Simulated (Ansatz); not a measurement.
# O on Cu(111): change of the work function, part 2 of 3

Aim: the work function of Cu(111) at several coverages of O (fcc site), and the dipole that each adsorbate carries.

Ansatz 0.2.0; plane-wave DFT, PBE, Ansatz PAW.

So far, work function, upper face (eV): step 2 (the clean slab) 4.79.

### Step 3. Adsorbate added, k-mesh 6×6×1, coverage 0.25 ML

System of this step: Cu16O (O/Cu(111)). The cell holds 17 atoms: 16 Cu and 1 O. Cell: a = 5.105 Å, b = 5.105 Å, c = 25.662 Å, α = 90.0°, β = 90.0°, γ = 60.0°. Vacuum lies along c.

The clean slab as it ended is repeated in the plane and the adsorbate is set on one face; the cell's size fixes the coverage, and the k-mesh shrinks with it to keep the sampling density about even. Adsorbate and upper layers relax, since the dipole depends on the height.

The input, input.yaml:

```yaml
crystal:
  lattice:
    - [5.1053109602, 1.0e-10, 0.0]
    - [2.5526554801, 4.4213289858, 0.0]
    - [0.0, 0.0, 25.6623614222]
  atoms:
    - { symbol: Cu, position: [0.0, 0.0, 0.3507081773] }
    - { symbol: Cu, position: [0.1666666667, 0.1666666667, 0.431925741] }
    - { symbol: Cu, position: [0.3333333333, 0.3333333333, 0.5131433046] }
    - { symbol: Cu, position: [0.0, 0.0, 0.5943608683] }
    - { symbol: Cu, position: [0.0, 0.5, 0.3507081773] }
    - { symbol: Cu, position: [0.1666666667, 0.6666666667, 0.431925741] }
    - { symbol: Cu, position: [0.3333333333, 0.8333333333, 0.5131433046] }
    - { symbol: Cu, position: [0.0, 0.5, 0.5943608683] }
    - { symbol: Cu, position: [0.5, 0.0, 0.3507081773] }
    - { symbol: Cu, position: [0.6666666667, 0.1666666667, 0.431925741] }
    - { symbol: Cu, position: [0.8333333333, 0.3333333333, 0.5131433046] }
    - { symbol: Cu, position: [0.5, 0.0, 0.5943608683] }
    - { symbol: Cu, position: [0.5, 0.5, 0.3507081773] }
    - { symbol: Cu, position: [0.6666666667, 0.6666666667, 0.431925741] }
    - { symbol: Cu, position: [0.8333333333, 0.8333333333, 0.5131433046] }
    - { symbol: Cu, position: [0.5, 0.5, 0.5943608683] }
    - { symbol: O, position: [0.1666666667, 0.1666666667, 0.6492918227] }
kpoints:
  mp_grid: { grid: [6, 6, 1] }
hamiltonian:
  xc: pbe
scf:
  occupations: { method: fermi_dirac, width: 0.1 }
  convergence: { dr2_threshold: 1.0e-08 }
efield:
  axis: 3
  dipole_correction: true
  ramp_position: 0.97
  ramp_width: 0.06
relax:
  f_tol: 0.02
  max_steps: 60
  constraints: [{ sites: [0, 1, 4, 5, 8, 9, 12, 13] }]
output:
  dos: { projected: true, e_range: [-8, 4] }
  write_potential: true
  write_density: true
  volumetric_format: npy
  elf: true
```

Command:

```sh
ansatz run input.yaml --threads 4 --pin off --max-ram 6144MiB --backend cpu --events-out ev --progress --plain --runs-dir out
```

Numbers of over 12 decimals in the logs are rounded to 6 here.

Log:

```text
[...]
Crystal: 17 atoms, lattice volume = 579.257 Å³
Basis set: ecut = 420 eV, 11383 PW (Γ), exchange–correlation on 72×72×360 points (8 copies of the dense FFT grid, shifted against one another)
Bands: 186, of which v1, the nominal top of the filled ones, is band 155 counted from 1 (154 counted from 0)
Symmetry: 6 space group operations
[...]
k-points: 7 of 36 (time reversal used)
[...]
SCF iter   1: F=—  HF=-106565.261993 eV  |F-HF|=—  |Δ(HF+E_count)|=         —  Δρ=7.49e-3  dr2=1.80e0  ethr=1.77e-3  p=-0.233 e·Å  D=-7.27e-2 V/Å  ΔV_dip=1.87 eV  dr2_dipole=6.59e-1  V_vac-E_F(+/−)=6.53/4.66 eV  ⟨swp⟩=7.4  Hψ=5512  notcnv=0  defer=100
[...]
SCF iter  12: F=-106565.240833 eV  HF=-106565.240833 eV  |F-HF|=1.35e-7  |Δ(HF+E_count)|=   6.48e-7  Δρ=1.26e-6  dr2=6.82e-9  ethr=3.23e-12  p=-0.195 e·Å  D=-6.10e-2 V/Å  ΔV_dip=1.57 eV  dr2_dipole=3.67e-10  V_vac-E_F(+/−)=6.38/4.81 eV  ⟨swp⟩=17.3  Hψ=11357  notcnv=0
SCF 1 converged in 12 iterations: F = -106565.240833 eV  dr2 = 6.82e-9
[...]
relax step   1: F+E_penalty+E_count = -106565.24083277 eV  Δ(F+E_penalty+E_count) = +0.000e0 eV  max|allowed force component| = 2.442e0 eV/Å  Δτ_max = 0.0000 Å  (12 SCF iters, accepted)
[...]
iter 1 solved again at ethr=2.18e-5 eV; its pass at ethr=3.10e-3 eV (dr2=6.76e-2 eV) is discarded
[...]
SCF iter  11: F=-106565.454866 eV  HF=-106565.454866 eV  |F-HF|=8.13e-8  |Δ(HF+E_count)|=   4.43e-7  Δρ=1.36e-6  dr2=6.84e-9  ethr=3.23e-12  p=-0.165 e·Å  D=-5.16e-2 V/Å  ΔV_dip=1.32 eV  dr2_dipole=4.81e-13  V_vac-E_F(+/−)=6.13/4.81 eV  ⟨swp⟩=14.7  Hψ=10131  notcnv=0
SCF 2 converged in 11 iterations: F = -106565.454866 eV  dr2 = 6.84e-9
relax step   2: F+E_penalty+E_count = -106565.45486646 eV  Δ(F+E_penalty+E_count) = -2.140e-1 eV  max|allowed force component| = 1.706e0 eV/Å  Δτ_max = 0.0962 Å  (11 SCF iters, accepted)
SCF iter   1: F=—  HF=-106565.723089 eV  |F-HF|=—  |Δ(HF+E_count)|=         —  Δρ=8.94e-3  dr2=3.90e-1  ethr=9.03e-4  p=-0.165 e·Å  D=-5.16e-2 V/Å  ΔV_dip=1.32 eV  dr2_dipole=6.85e-2  V_vac-E_F(+/−)=6.11/4.79 eV  ⟨swp⟩=4.6  Hψ=3038  notcnv=0  defer=127
[...]
SCF iter  12: F=-106565.642332 eV  HF=-106565.642332 eV  |F-HF|=5.59e-8  |Δ(HF+E_count)|=   7.97e-8  Δρ=5.30e-7  dr2=1.94e-9  ethr=3.23e-12  p=-0.104 e·Å  D=-3.25e-2 V/Å  ΔV_dip=0.83 eV  dr2_dipole=1.14e-10  V_vac-E_F(+/−)=5.65/4.81 eV  ⟨swp⟩=14.4  Hψ=9654  notcnv=0
SCF 3 converged in 12 iterations: F = -106565.642332 eV  dr2 = 1.94e-9
relax step   3: F+E_penalty+E_count = -106565.64233165 eV  Δ(F+E_penalty+E_count) = -1.875e-1 eV  max|allowed force component| = 3.925e-1 eV/Å  Δτ_max = 0.1787 Å  (12 SCF iters, accepted)
[...]
relax step   4: F+E_penalty+E_count = -106565.65033201 eV  Δ(F+E_penalty+E_count) = -8.000e-3 eV  max|allowed force component| = 1.572e-1 eV/Å  Δτ_max = 0.0346 Å  (10 SCF iters, accepted)
SCF iter   1: F=—  HF=-106565.653173 eV  |F-HF|=—  |Δ(HF+E_count)|=         —  Δρ=7.07e-4  dr2=1.83e-3  ethr=5.55e-6  p=-0.114 e·Å  D=-3.56e-2 V/Å  ΔV_dip=0.91 eV  dr2_dipole=1.84e-4  V_vac-E_F(+/−)=5.72/4.81 eV  ⟨swp⟩=2.7  Hψ=2493  notcnv=0  defer=128
[...]
SCF iter   9: F=-106565.652537 eV  HF=-106565.652536 eV  |F-HF|=2.07e-8  |Δ(HF+E_count)|=   2.66e-7  Δρ=7.59e-7  dr2=3.96e-9  ethr=3.23e-12  p=-0.114 e·Å  D=-3.55e-2 V/Å  ΔV_dip=0.91 eV  dr2_dipole=8.07e-10  V_vac-E_F(+/−)=5.72/4.81 eV  ⟨swp⟩=11.3  Hψ=9890  notcnv=0
SCF 5 converged in 9 iterations: F = -106565.652537 eV  dr2 = 3.96e-9
relax step   5: F+E_penalty+E_count = -106565.65253650 eV  Δ(F+E_penalty+E_count) = -2.204e-3 eV  max|allowed force component| = 1.522e-2 eV/Å  Δτ_max = 0.0095 Å  (9 SCF iters, accepted)
NSCF: frozen V_eff on 7 k-points
[...]
SCF converged after 9 iterations
Free energy (F): -106565.652537 eV
[...]
Internal energy: -106565.432188 eV  (E = F + TS)
E sigma→0 (E₀):  -106565.542362 eV
Entropy (-TS):   -0.220348 eV (-12.962 meV/atom)
Fermi energy:    2.101098 eV
Dipole field:    D = -0.035552 V/Å  (p = -0.113809 e·Å, saw-weighted, corrected)
Work function:   Φ+ = 5.7226 eV   Φ− = 4.8102 eV
[...]
--- Forces (eV/Å), atoms counted from 1 ---
  atom   1  Cu    -0.03177661    -0.01834623    -0.00417687
  atom   2  Cu     0.00000000    -0.00000000    -0.05140849
  atom   3  Cu    -0.00187595    -0.00108308     0.00007879
  atom   4  Cu     0.00808288     0.00466666     0.00106277
  atom   5  Cu    -0.00000000     0.03669246    -0.00417687
  atom   6  Cu    -0.10012534     0.05780739     0.00721765
  atom   7  Cu    -0.00000000     0.00216616     0.00007879
  atom   8  Cu     0.00000000    -0.00933331     0.00106277
  atom   9  Cu     0.03177661    -0.01834623    -0.00417687
  atom  10  Cu     0.00000000    -0.11561478     0.00721765
  atom  11  Cu     0.00187595    -0.00108308     0.00007879
  atom  12  Cu    -0.00808288     0.00466666     0.00106277
  atom  13  Cu     0.00000000    -0.00000000     0.03991332
  atom  14  Cu     0.10012534     0.05780739     0.00721765
  atom  15  Cu    -0.00000000     0.00000000     0.01082749
  atom  16  Cu    -0.00000000     0.00000000    -0.01521671
  atom  17  O     -0.00000000     0.00000000     0.00335843
  max |Σ_I F_I| component: 2.10e-5 eV/Å
--- Band table (eV; the first three rows and the last of 7) ---
  k-point 0: bands = [... 151 lower, 1.1888, 2.0443, 2.0443, 2.0851, 2.4362, 2.9520, 2.9520, 3.0667, ... 27 higher]
  k-point 1: bands = [... 151 lower, 1.1678, 1.5823, 1.8452, 2.0268, 2.0906, 2.7312, 2.7374, 3.0692, ... 27 higher]
  k-point 2: bands = [... 151 lower, 1.1512, 1.3922, 1.9754, 2.0287, 2.2543, 2.5369, 2.7718, 3.1335, ... 27 higher]
  k-point 6: bands = [... 151 lower, 0.8024, 1.0265, 1.2956, 1.7394, 2.1374, 2.6925, 3.8727, 3.9215, ... 27 higher]
--- Relaxed structure (5 steps of the walk, 5 accepted, 0 SCFs on fresh bases) ---
  F+E_penalty+E_count = -106565.65253650 eV   max|allowed force component| = 1.522e-2 eV/Å
  atoms:
    - { symbol: Cu, position: [-1.7959490104491818e-17, -1.7959490104491812e-17, 0.3507081773] }
    - { symbol: Cu, position: [0.166667, 0.166667, 0.431925741] }
    - { symbol: Cu, position: [0.332412, 0.332412, 0.512370] }
    - { symbol: Cu, position: [-0.00553959, -0.00553959, 0.597017] }
    - { symbol: Cu, position: [-2.7755575615628914e-17, 0.500000, 0.3507081773] }
    - { symbol: Cu, position: [0.166667, 0.666667, 0.431925741] }
    - { symbol: Cu, position: [0.332412, 0.835177, 0.512370] }
    - { symbol: Cu, position: [-0.00553959, 0.511079, 0.597017] }
    - { symbol: Cu, position: [0.500000, -1.7959490104895715e-17, 0.3507081773] }
    - { symbol: Cu, position: [0.666667, 0.166667, 0.431925741] }
    - { symbol: Cu, position: [0.835177, 0.332412, 0.512370] }
    - { symbol: Cu, position: [0.511079, -0.00553959, 0.597017] }
    - { symbol: Cu, position: [0.500000, 0.500000, 0.3507081773] }
    - { symbol: Cu, position: [0.666667, 0.666667, 0.431925741] }
    - { symbol: Cu, position: [0.833333, 0.833333, 0.515901] }
    - { symbol: Cu, position: [0.500000, 0.500000, 0.589897] }
    - { symbol: O, position: [0.166667, 0.166667, 0.639923] }
```

The job ended after 1.9 min (4 threads of Arm Neoverse V2, shared host; peak memory 2.7 GiB; 7.3 min of CPU time).

This run has no spin polarisation, although Cu can carry a moment.

Relaxation path:

```csv
step,energy less that of the first step (eV),largest force component (eV/Å)
1,0.0000,2.4424
2,-0.2140,1.7059
3,-0.4015,0.3925
4,-0.4095,0.1572
5,-0.4117,0.0152
```

The run keeps the 6 symmetry operations that it works with, so distortions that break them were not tested.

The atoms that moved most (Å):

```csv
atom,dx,dy,dz,length
O17,0.000,0.000,-0.240,0.240
Cu16,0.000,0.000,-0.115,0.115
Cu4,-0.042,-0.024,0.068,0.084
Cu12,0.042,-0.024,0.068,0.084
Cu8,0.000,0.049,0.068,0.084
Cu15,0.000,0.000,0.071,0.071
Cu3,-0.007,-0.004,-0.020,0.021
Cu7,0.000,0.008,-0.020,0.021
```

Final coordinates:

```cif
data_structure
_symmetry_space_group_name_H-M 'P 1'
_symmetry_Int_Tables_number 1
_cell_length_a 5.1053
_cell_length_b 5.1053
_cell_length_c 25.6624
_cell_angle_alpha 90.000
_cell_angle_beta 90.000
_cell_angle_gamma 60.000
_cell_volume 579.26
loop_
_atom_site_label
_atom_site_type_symbol
_atom_site_fract_x
_atom_site_fract_y
_atom_site_fract_z
_atom_site_occupancy
Cu1 Cu 0.00000 0.00000 0.35071 1
Cu2 Cu 0.16667 0.16667 0.43193 1
Cu3 Cu 0.33241 0.33241 0.51237 1
Cu4 Cu 0.99446 0.99446 0.59702 1
Cu5 Cu 0.00000 0.50000 0.35071 1
Cu6 Cu 0.16667 0.66667 0.43193 1
Cu7 Cu 0.33241 0.83518 0.51237 1
Cu8 Cu 0.99446 0.51108 0.59702 1
Cu9 Cu 0.50000 0.00000 0.35071 1
Cu10 Cu 0.66667 0.16667 0.43193 1
Cu11 Cu 0.83518 0.33241 0.51237 1
Cu12 Cu 0.51108 0.99446 0.59702 1
Cu13 Cu 0.50000 0.50000 0.35071 1
Cu14 Cu 0.66667 0.66667 0.43193 1
Cu15 Cu 0.83333 0.83333 0.51590 1
Cu16 Cu 0.50000 0.50000 0.58990 1
O17 O 0.16667 0.16667 0.63992 1
```

This step gave:

| Quantity | Value |
| --- | --- |
| energy at zero smearing | -106565.5424 eV |
| work function, upper face | 5.723 eV |
| work function, lower face | 4.810 eV |
| dipole along the normal | -0.1138 e·Å |
| step between the vacuum levels | 0.9123 eV |

Running mean over 2.084 Å of the planar mean; the ramp of the sawtooth is left out. Table of electron's electrostatic potential energy less the Fermi level by z:

```csv
z (Å),electron's electrostatic potential energy less the Fermi level (eV)
3,4.81
4,4.81
5,4.81
6,4.76
7,4.14
8,-2.70
9,-8.49
10,-8.74
11,-8.82
12,-8.77
13,-8.79
14,-8.66
15,-8.91
16,-6.55
17,2.71
18,5.49
19,5.71
20,5.72
21,5.72
22,5.72
```

The density of states has structure finer than the step of the table below, so its rows give means over 0.25 eV, whole bins alone (the curve runs from -8 to 1.98 eV). Peaks (eV: height): -2.770: 73.4, -2.680: 94.4, -2.410: 95.6, -2.050: 74.2, -1.950: 75.3, -1.740: 88.9, -1.590: 94.2.

Density of states against energy, zero at the Fermi level; means over each step:

```csv
energy (eV),density of states (states/eV a cell)
-7.75,1.03
-7.50,2.29
-7.25,2.23
-7.00,2.06
-6.75,2.37
-6.50,3.08
-6.25,3.04
-6.00,2.36
-5.75,5.44
-5.50,8.06
-5.25,11.7
-5.00,10.4
-4.75,15.3
-4.50,15.2
-4.25,26.1
-4.00,33.2
-3.75,32.0
-3.50,38.0
-3.25,43.2
-3.00,55.3
-2.75,70.0
-2.50,48.9
-2.25,54.1
-2.00,59.3
-1.75,70.1
-1.50,54.2
-1.25,12.6
-1.00,13.8
-0.75,5.33
-0.50,3.36
-0.25,8.35
0.00,5.54
0.25,2.59
0.50,1.72
0.75,9.12
1.00,3.62
1.25,5.30
1.50,5.22
1.75,4.85
```

Projected DOS per atom over height of the atomic layer and energy from the Fermi level. Layers: Cu4 Cu4 Cu4 Cu4 O from below.

Values in states/eV, 22 rows by 5 columns, each cell a mean:
```
0.13 0.17 0.17 0.14 0.12
0.19 0.18 0.19 0.20 0.25
0.30 0.24 0.22 0.33 0.37
0.09 0.08 0.06 0.11 0.14
0.37 0.39 0.34 0.36 0.55
0.31 0.21 0.24 0.31 0.52
0.51 0.47 0.46 0.99 1.33
2.78 2.33 2.01 1.56 0.59
4.96 3.77 3.90 4.00 0.39
3.67 2.69 3.06 3.67 0.38
4.77 3.55 3.20 3.42 0.33
2.14 2.91 3.17 2.88 0.38
1.65 2.07 2.12 2.17 0.49
1.18 2.39 2.41 1.25 0.66
0.58 1.39 1.18 0.66 0.84
0.36 0.57 0.53 0.76 2.57
0.24 0.31 0.36 0.68 1.88
0.16 0.15 0.18 0.24 0.41
0.11 0.21 0.20 0.15 0.15
0.11 0.14 0.15 0.13 0.10
0.10 0.17 0.19 0.10 0.06
0.03 0.10 0.10 0.03 0.01
```
Columns: height of the atomic layer (Å) from 9 to 16.4 (not evenly spaced); rows upwards: energy from the Fermi level (eV) from -7.96 to 1.95.

Electrostatic potential energy in the ca plane at fractional y = 0.167, with atoms of Cu and O within 0.2 Å of it. With pseudopotentials it is smooth inside the atoms' cores, unlike the true potential.

Ten even steps from '0' (-42 eV) to '9' (8 eV), each cell a mean:
```
98645788888887446887546899999999999999999999
98645788878887546887547899999999999999999999
99877887424788778898778999999999999999999999
99988984000588888999888999999999999999999999
99999983000389989999889999999999999999999999
99888885000588888998888999999999999999999999
98767887545888768888667899999999999999999999
98645788888887446887546899999999999999999999
98645788878887546887557899999999999999999999
99877887424788778898778668999999999999999999
99988984000588888999886114999999999999999999
99999983000389989999984002899999999999999999
99888885000588888999886215999999999999999999
98767887545888767888777779999999999999999999
```
Columns run along c (16.0 Å, from fractional 0.31 to 0.93 of the cell; values clipped at the 3rd and 97th percentile), rows up along a (5.1 Å). Atoms in or near the plane, at fractional coordinates: Cu at (0.43, 0.17), Cu at (0.43, 0.67), O at (0.64, 0.17).

Valence density in the ca plane at fractional y = 0.167, with atoms of Cu and O within 0.2 Å of it. It is the smooth field of the valence electrons, not physical close to the nuclei.

Ten steps, logarithmic in the rise over the least value, from '0' (0 e/Å³) to '9' (49 e/Å³), each cell a mean:
```
00222100010001221001221100000000000000000000
00122100111001221001221000000000000000000000
00111001343101111001111000000000000000000000
00000013686210000000000000000000000000000000
00000013897310000000000000000000000000000000
00010012676210000000110000000000000000000000
00111101232101111001111000000000000000000000
00222100010001221101221000000000000000000000
00122100111001221001221100000000000000000000
00111001343101111000111221000000000000000000
00000013686210000000012453100000000000000000
00000013897310000000013554100000000000000000
00010012676210110000012443100000000000000000
00111101232101111000111221000000000000000000
```
Columns run along c (16.0 Å, from fractional 0.31 to 0.93 of the cell), rows up along a (5.1 Å). Atoms in or near the plane, at fractional coordinates: Cu at (0.43, 0.17), Cu at (0.43, 0.67), O at (0.64, 0.17).

ELF in the ca plane at fractional y = 0.167, with atoms of Cu and O within 0.2 Å of it. It is the smooth field of the valence electrons, not physical close to the nuclei.

Ten even steps from '0' (0.00) to '9' (0.84), each cell a mean:
```
21222222222221222222221233210000000000000000
21222122222222222222221111000000000000000000
22222222222222222222222110000000000000000000
23322322474223222222222210000000000000000000
33333322696223332222333210000000000000000000
22222322453222222222222210000000000000000000
22222222222222221222222110000000000000000000
21222122222222222222221111000000000000000000
21222222222222222222211344310000000000000000
22222222222222222221114798741000000000000000
23222322474223222221138889962000000000000000
23333322696223332221248669962000000000000000
22222322453223222221137889852000000000000000
22222222222222222221113788631000000000000000
```
Columns run along c (16.0 Å, from fractional 0.31 to 0.93 of the cell), rows up along a (5.1 Å). Atoms in or near the plane, at fractional coordinates: Cu at (0.43, 0.17), Cu at (0.43, 0.67), O at (0.64, 0.17).

The relaxation took 5 steps and lowered the energy by 0.41 eV; the largest force on the free atoms ends at 0.015 eV/Å.

By hand: a sheet of dipoles makes a step −p/(ε₀A) in the electron's potential. With e/ε₀ = 180.95 V·Å, p = -0.1138 e·Å and A = 22.57 Å², that is −180.95 × (-0.1138) / 22.57 = +0.912 eV, and the two vacuum levels of the run differ by +0.912 eV.

The covered face has 5.72 eV, +0.94 eV against the clean one; the bare back face has moved by +0.02 eV, a measure of how thin the slab is.

[end of part 2 of 3]

[Logs are printed without paths, hosts, clocks, repeated set-up lines and the standing remarks that a program may print on its own settings, such as how far it seeks lower states.]

[Hosts, paths, dates, database ids (printed as entryN), source tags and the programs' standing remarks are cut or masked in the printed files.]

[Maps of the electrostatic potential energy from Ansatz leave out the sawtooth potential of an applied field or a dipole correction, so their vacuum need not be flat; planar profiles and work functions include it.]

[The density of states shown here was stored with 400 of the rows of the run's finer table, so its peaks can read low, often by over a quarter, or be missed, and its means over a window can be off by a tenth or more.]
